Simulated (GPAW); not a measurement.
# Ga K-edge XANES of zinc-blende (GaAs)₁₋ₓ(GaP)ₓ at x = 0.75, part 2 of 2

Aim: the Ga K edge in zinc-blende (GaAs)₁₋ₓ(GaP)ₓ at x = 0.75, one member of a composition series.

GPAW 26.7.0; X-ray absorption from dipole matrix elements to empty bands, plane-wave PAW PBE.

So far. Step 3 (Ground state of the crystal): The mesh shows a gap of 1.36 eV. The excited electron is kept all the same, so that all members of the series, with or without a gap, are treated alike.

**5. Spectrum with XCH, Ga atom 1**

The holes are 7.8 Å apart. In GPAW the data set carries the hole's charge, so charge=0 means a charged cell and charge=-1 a neutral one. The excited electron is kept in the cell, where it fills the lowest empty states and screens the hole. After the field has converged, empty bands are computed with the density fixed and the dipole matrix elements are summed.

The absorber has 3 P at 2.37 Å and 1 As at 2.43 Å (distorted tetrahedral).

File xas.py:

```python
import numpy as np
from ase import Atoms
from ase.parallel import parprint, paropen
from gpaw import GPAW, PW, FermiDirac, Mixer, MixerDif, setup_paths
from gpaw.test import gen
setup_paths.insert(0, '.')
gen('Ga', name='fch1s', xcname='PBE', corehole=(1, 0, 1), write_xml=True)
from gpaw.mpi import world
world.barrier()

atoms = Atoms('GaPGaAsGaPGaPGaPGaPGaPGaAs',
    cell=[[0, 5.5015, 5.5015],
     [5.5015, 0, 5.5015],
     [5.5015, 5.5015, 0]],
    scaled_positions=[[0.9988948, 0.9981665, 0.0076096],
     [0.1268235, 0.1258128, 0.1242463],
     [0.9983685, 0.9979501, 0.4968061],
     [0.1236036, 0.1254528, 0.6256976],
     [0.9987709, 0.5004967, 0.9992112],
     [0.1248315, 0.6254055, 0.1233853],
     [0.0026596, 0.505512, 0.49401],
     [0.1233225, 0.6252131, 0.6245232],
     [0.501438, 0.0002734, 0.9982128],
     [0.6260159, 0.1244842, 0.1244481],
     [0.5035208, 0.0040743, 0.4952407],
     [0.6254818, 0.1246905, 0.6234759],
     [0.4976028, 0.4972108, 0.0071877],
     [0.6243075, 0.6257585, 0.1242292],
     [0.4961244, 0.4975309, 0.4968473],
     [0.6227488, 0.6241599, 0.6254047]],
    pbc=True)
atoms.calc = calc = GPAW(legacy_gpaw=True, mode=PW(400, force_complex_dtype=True), xc='PBE', setups={0: 'fch1s'},
    kpts={'size': (3, 3, 3), 'gamma': True}, occupations=FermiDirac(0.04),
    charge=-1, mixer=Mixer(0.1, 5, 50), maxiter=150,
    convergence={'density': 0.0001, 'eigenstates': 1e-6}, txt='scf.txt')
energy = atoms.get_potential_energy() + calc.get_reference_energy()
ef = calc.get_fermi_level()
out = dict(energy=energy, fermi=ef, forces=atoms.get_forces().tolist())
parprint(f'all-electron energy {energy:.4f} eV, Fermi level {ef:.4f} eV')
ev = np.array([[calc.get_eigenvalues(k, s) for k in range(len(calc.get_ibz_k_points()))] for s in range(calc.get_number_of_spins())])
out['homo'], out['lumo'], out['counts'] = ev[ev < ef].max(), ev[ev > ef].min(), sorted(set((ev < ef).sum((0, 2)).tolist()))
out['filled'] = (ev[:, 0] < ef).sum(1).tolist()

from ase.units import Ha
from gpaw.xas import dipole_matrix_elements
nb = int(calc.get_number_of_electrons() / 2) + 171
top, nb = nb, nb + 8 + nb // 12
nscf = calc.fixed_density(kpts={'size': (4, 4, 4), 'gamma': True}, nbands=nb,
    convergence={'bands': top, 'eigenstates': 5e-3}, maxiter=60, txt='nscf.txt')
cell = atoms.cell.array
ops = [cell.T @ U.T @ np.linalg.inv(cell.T) for U in nscf.wfs.kd.symmetry.op_scc]
filled = [32]  # bands filled in the ground state, by spin
E = np.arange(-6, 30, 0.1)
fwhm = np.interp(E, [4, 25], [1.82, 3.5])
Y, X, zero, highest = 0, 0, 1e9, 1e9
for spin in range(nscf.get_number_of_spins()):
    wfs = nscf.wfs
    mine = wfs.bd.get_slice()  # this rank's bands
    A = dipole_matrix_elements(wfs.setups[0])
    eps = np.zeros((wfs.kd.nibzkpts, nb))
    d = np.zeros((3, A.shape[1], wfs.kd.nibzkpts, nb), complex)
    for kpt in wfs.kpt_u:
        if kpt.s == spin and 0 in kpt.P_ani:
            eps[kpt.k, mine] = kpt.eps_n * Ha
            d[:, :, kpt.k, mine] = (kpt.weight * wfs.nspins / 2) ** 0.5 * np.inner(A, kpt.P_ani[0])
    world.sum(eps)
    world.sum(d)
    T = np.einsum('amkn,bmkn->abkn', d, d.conj()).real
    T = sum(np.einsum('ai,ijkn,bj->abkn', R, T, R) for R in ops) / len(ops)
    empty = np.ones_like(eps, bool) & (np.arange(nb) >= filled[spin])
    zero, highest = min(zero, eps[empty].min()), min(highest, eps[:, top - 1].min())
    lines = [(eps, T, empty)] if spin == 0 else lines + [(eps, T, empty)]
for eps, T, empty in lines:
    f = np.einsum('aakn->akn', T).reshape(3, -1)
    x = eps.ravel() - zero
    w = np.interp(x, E, fwhm) / 2.35482
    g = np.exp(-0.5 * ((E[:, None] - x) / w) ** 2) / (w * (2 * np.pi) ** 0.5)
    Y = Y + (f * empty.ravel()) @ g.T
    X = X + (f * ~empty.ravel()) @ g.T
out.update(E=E.round(2).tolist(), xas=Y.tolist(), xes=X.tolist(), zero=zero, valid=highest - zero, nk=len(eps), nb=nb)
for i in range(0, len(E), 10):
    parprint(f'{E[i]:7.2f}', *(f'{v:10.3e}' for v in Y[:, i]))
import json
with paropen('out.json', 'w') as f:
    json.dump(out, f)
```

Started as:

```
$ OMP_NUM_THREADS=1 mpirun -n 4 gpaw python xas.py
```

Numbers of over 12 decimals in the logs are rounded to 6 here.

What it wrote:

```text
Input parameters:
  charge: -1
  convergence: {density: 0.0001,
                eigenstates: 1e-06}
  kpts: {gamma: True,
         size: (3, 3, 3)}
  maxiter: 150
  mixer: {backend: pulay,
          beta: 0.1,
          method: separate,
          nmaxold: 5,
          weight: 50}
  mode: {ecut: 400.0,
         force_complex_dtype: True,
         name: pw}
  occupations: {fixmagmom: False,
                name: fermi-dirac,
                width: 0.04}
  setups: {0: fch1s}
  xc: PBE

Initialize ...

[... PAW data sets ...]

Reference energy: -591491.367606  # eV

Spin-paired calculation

[... convergence settings ...]
Symmetries present (total): 1
  [... symmetry matrices ...]

27 k-points: 3 x 3 x 3 Monkhorst-Pack grid
14 k-points in the irreducible part of the Brillouin zone
       k-points in crystal coordinates                weights
   0:     0.00000000    0.00000000    0.00000000          1/27
   1:     0.00000000    0.00000000    0.33333333          2/27
   2:     0.00000000    0.33333333   -0.33333333          2/27
   3:     0.00000000    0.33333333    0.00000000          2/27
   4:     0.00000000    0.33333333    0.33333333          2/27
   5:     0.33333333   -0.33333333   -0.33333333          2/27
   6:     0.33333333   -0.33333333    0.00000000          2/27
   7:     0.33333333   -0.33333333    0.33333333          2/27
   8:     0.33333333    0.00000000   -0.33333333          2/27
   9:     0.33333333    0.00000000    0.00000000          2/27
          ...
  13:     0.33333333    0.33333333    0.33333333          2/27

Wave functions: Plane wave expansion
  Cutoff energy: 400.000 eV
  Number of coefficients (min, max): 5985, 6066
  Pulay-stress correction: 0.000000 eV/Ang^3 (de/decut=0.000000)
  Using FFTW library
  Wavefunction extrapolation:
    Improved wavefunction reuse through dual PAW basis

Occupation numbers: Fermi-Dirac:
  width: 0.0400  # eV

Eigensolver
   Davidson(niter=2)

Densities:
  Coarse grid: 36*36*36 grid
  Fine grid: 72*72*72 grid
  Total Charge: 0.000000

Density mixing:
  Method: separate
  Backend: pulay
  Linear mixing parameter: 0.1
  old densities: 5
  Width of damping distribution: 1.1
  Damping of long wavelength oscillations: 50

[... Hamiltonian set-up ...]
Number of atoms: 16
Number of atomic orbitals: 64
Number of bands in calculation: 43
Number of valence electrons: 65
Bands to converge: occupied

... initialized

Initializing position-dependent things.

Density initialized from atomic densities
Creating initial wave functions:
  43 bands from LCAO basis set

                            Ga

                    Ga        Ga

                        As

                P
                    Ga
           Ga    P
         P           GP
             Ga
              P
                  Ga
                As
       P

Atomic positions and initial magnetic moments

Positions:
   0 Ga     5.533277    5.537284   10.986833    ( 0.0000,  0.0000,  0.0000)
   1 P      1.375700    1.381261    1.389879    ( 0.0000,  0.0000,  0.0000)
   2 Ga     8.223401    8.225703   10.982747    ( 0.0000,  0.0000,  0.0000)
   3 As     4.132454    4.122281    1.370184    ( 0.0000,  0.0000,  0.0000)
   4 Ga     8.250643   10.991899    8.248221    ( 0.0000,  0.0000,  0.0000)
   5 P      4.119473    1.365565    4.127429    ( 0.0000,  0.0000,  0.0000)
   6 Ga     5.498870    2.732428    2.795706    ( 0.0000,  0.0000,  0.0000)
[...]
13 P      4.126057    4.118075    6.877238    ( 0.0000,  0.0000,  0.0000)
  14 Ga     5.470572    5.462834    5.466595    ( 0.0000,  0.0000,  0.0000)
  15 As     6.874480    6.866716    6.859868    ( 0.0000,  0.0000,  0.0000)

Unit cell:
           periodic     x           y           z      points  spacing
  1. axis:    yes    0.000000    5.501500    5.501500    36     0.1765
  2. axis:    yes    5.501500    0.000000    5.501500    36     0.1765
  3. axis:    yes    5.501500    5.501500    0.000000    36     0.1765

  Lengths:   7.780296   7.780296   7.780296
  Angles:   60.000000  60.000000  60.000000

Effective grid spacing dv^(1/3) = 0.1925

iter:   1   -81.570374
iter:   2   -79.923039   -1.56  -0.80
iter:   3   -78.357432   -1.27  -0.87
iter:   4   -78.252851   -2.38  -1.13
iter:   5   -78.309889   -2.57  -1.32
iter:   6   -78.295961   -2.53  -1.69
iter:   7   -78.266243   -3.47  -1.95
iter:   8   -78.265763c  -4.02  -2.32
iter:   9   -78.261588c  -3.79  -2.33
iter:  10   -78.261405c  -5.05  -2.90
iter:  11   -78.261533c  -4.99  -3.01
iter:  12   -78.261338c  -5.42  -2.98
iter:  13   -78.261345c  -6.19c -3.43
iter:  14   -78.261349c  -6.23c -3.50
iter:  15   -78.261345c  -6.67c -3.55
iter:  16   -78.261344c  -6.91c -3.88
iter:  17   -78.261340c  -7.57c -4.08c

Converged after 17 iterations.

Dipole moment: (-26.977595, -26.825016, -25.031987) |e|*Ang

Energy contributions relative to reference atoms: (reference = -591491.367606)

Kinetic:       +215.210084
Potential:     -191.983851
External:        +0.000000
XC:            -101.534495
Entropy (-ST):   -0.016264
Local:           +0.055055
SIC:             +0.000000
--------------------------
Free energy:    -78.269472
Extrapolated:   -78.261340

Showing only first 2 kpts
 Kpt  Band  Eigenvalues  Occupancy
  0    30      4.97224    2.00000
  0    31      4.99625    2.00000
  0    32      5.49111    2.00000
  0    33      6.22508    1.98013

  1    30      4.63522    2.00000
  1    31      4.66579    2.00000
  1    32      6.07372    1.99954
[...]
Fermi level: 6.40914

No gap
No difference between direct/indirect transitions

Forces in eV/Ang:
  0 Ga    0.09750    0.09162   -0.13545
  1 P     0.06881    0.04761    0.03956
  2 Ga   -0.05424   -0.06260   -0.21734
  3 As   -0.13965   -0.13048    0.12178
  4 Ga    0.00968   -0.13990    0.00449
  5 P    -0.05637    0.04679   -0.06227
  6 Ga    0.19375   -0.01730    0.07921
[...]
13 P    -0.00440    0.01257    0.00094
 14 Ga   -0.02193   -0.01541   -0.00330
 15 As   -0.01192   -0.00704   -0.00336
Scalar-relativistic atomic PBE calculation for Ga (Gallium, Z=31)
Core hole in 1s state (1s occupation: 1.0)
600 radial gridpoints.
|------------------------------------------------|
|------------------------------------------------|
[... the atom generator's iteration count ...]

Energy contributions:
-------------------------
Kinetic:    +1582.696000
XC:           -66.183414
Potential:  -3077.448795
-------------------------
Total:      -1560.936209

state      eigenvalue         ekin         rmax
-----------------------------------------------
1s^1.0 :  -389.489147   491.277840        0.032
2s^2.0 :   -49.683385    97.080870        0.179
2p^6.0 :   -44.278459    95.840630        0.142
3s^2.0 :    -6.370658    22.110120        0.549
3p^6.0 :    -4.569804    20.074579        0.544
3d^10.0:    -1.425937    15.061013        0.502
4s^2.0 :    -0.719303     2.623253        1.733
4p^1.0 :    -0.414984     1.688292        2.088
-----------------------------------------------
(units: Bohr and Hartree)

Generating PAW setup
Kinetic energy of the core from tauc = 1590.66774801384
Cutoffs:
rc(s)=2.200
rc(p)=2.200
rc(d)=2.200
rc(vbar)=1.980
rc(comp)=2.200
rc(nct)=2.200

Kinetic energy of the core states: 1575.761202
Charge: 1.0
Core electrons: 27.0
Valence electrons: 3.0
Pseudo-core charge: 1.204949
Shape function alpha=2.066
Pseudo-electron charge 4.635910
state    eigenvalue         norm
--------------------------------
4s(2) :    -0.719303     1.202912
*s    :     0.280697
4p(1) :    -0.414984     1.025137
*p    :     0.585016
*d    :     0.000000
--------------------------------

Diagonalizing with gridspacing h=0.050

state   all-electron     PAW
-------------------------------
4s:      -0.719303    -0.719529
4p:      -0.414984    -0.415179
*d:                   -0.111571
*f:                   -0.022852
-------------------------------
all-electron energy -591569.6289 eV, Fermi level 6.4091 eV
[...]
27.00  1.274e-07  1.277e-07  1.274e-07
  28.00  1.374e-07  1.377e-07  1.379e-07
  29.00  1.393e-07  1.394e-07  1.402e-07
```

Elapsed: 3.1 min, on 4 MPI ranks of Intel Xeon Platinum 8488C (Sapphire Rapids), shared host; peak memory 0.65 GiB.

The Ga K spectrum, Ga atom 1, excited-electron core hole (neutral cell) (energy from the bottom of the conduction band, which holds the excited electron; intensity scaled to a mean of 1 over the first 20 eV):

```csv
E (eV),intensity
-2.0,0.00
-1.5,0.00
-1.0,0.01
-0.5,0.05
0.0,0.14
0.5,0.30
1.0,0.53
1.5,0.78
2.0,1.02
2.5,1.24
3.0,1.48
3.5,1.68
4.0,1.74
4.5,1.61
5.0,1.37
5.5,1.14
6.0,0.99
6.5,0.93
7.0,0.95
7.5,0.97
8.0,0.95
8.5,0.91
9.0,0.89
9.5,0.92
10.0,0.98
10.5,1.06
11.0,1.10
11.5,1.11
12.0,1.09
12.5,1.06
13.0,1.03
13.5,1.01
14.0,0.99
14.5,0.96
15.0,0.91
15.5,0.87
16.0,0.84
16.5,0.84
17.0,0.86
17.5,0.87
18.0,0.86
18.5,0.84
19.0,0.82
19.5,0.80
20.0,0.80
20.5,0.80
21.0,0.80
21.5,0.80
22.0,0.79
22.5,0.76
23.0,0.74
23.5,0.72
24.0,0.70
24.5,0.71
25.0,0.72
25.5,0.74
26.0,0.76
26.5,0.79
```

Main maxima below 26 eV (height): 4.0 eV (1.74), 7.6 eV (0.97) and 11.4 eV (1.11). A K edge sees empty p states on the absorber.

The energy difference (zero at 10402 eV) isn't read as a photon energy: for so heavy an absorber the terms left out (the hole's spin, the functional's error) amount to tens of eV or more.

**6. Results**

```yaml
absorber_and_edge: Ga K, atom 1 of the ground-state input (counted from 1)
surroundings: 3 P at 2.37 Å and 1 As at 2.43 Å (distorted tetrahedral)
highest_intensity_below_24_ev: 4.0 eV above the zero, height 1.74
```

What this shows: The Ga K edge of atom 1, with 3 P at 2.37 Å and 1 As at 2.43 Å (distorted tetrahedral), has its highest intensity of the first 24 eV at 4.0 eV above the zero, 1.7 times the mean level of the first 20 eV (Gaussian full width 1.82 eV up to 4 eV, rising linearly to 3.5 eV at 25 eV). The script folds with a Gaussian, whereas the core hole's own line is a Lorentzian, so the onset is too steep and the first peak too high.

[Banner, clock and machine lines of the logs are left out without a mark of their own.]

[Logs are printed without paths, hosts, clocks, repeated set-up lines and the standing remarks that a program may print on its own settings, such as how far it seeks lower states.]

[Hosts, paths, dates, database ids (printed as entryN), source tags and the programs' standing remarks are cut or masked in the printed files.]

[Lists of maxima count a maximum above −3 eV only where it reaches 4 % of the highest in the window and stands out from its surroundings by 2 % of it (1.5 % where it reaches 55 %); shoulders and weaker maxima are passed over, and of the rest the first, up to two pre-edge ones and the few strongest are named.]
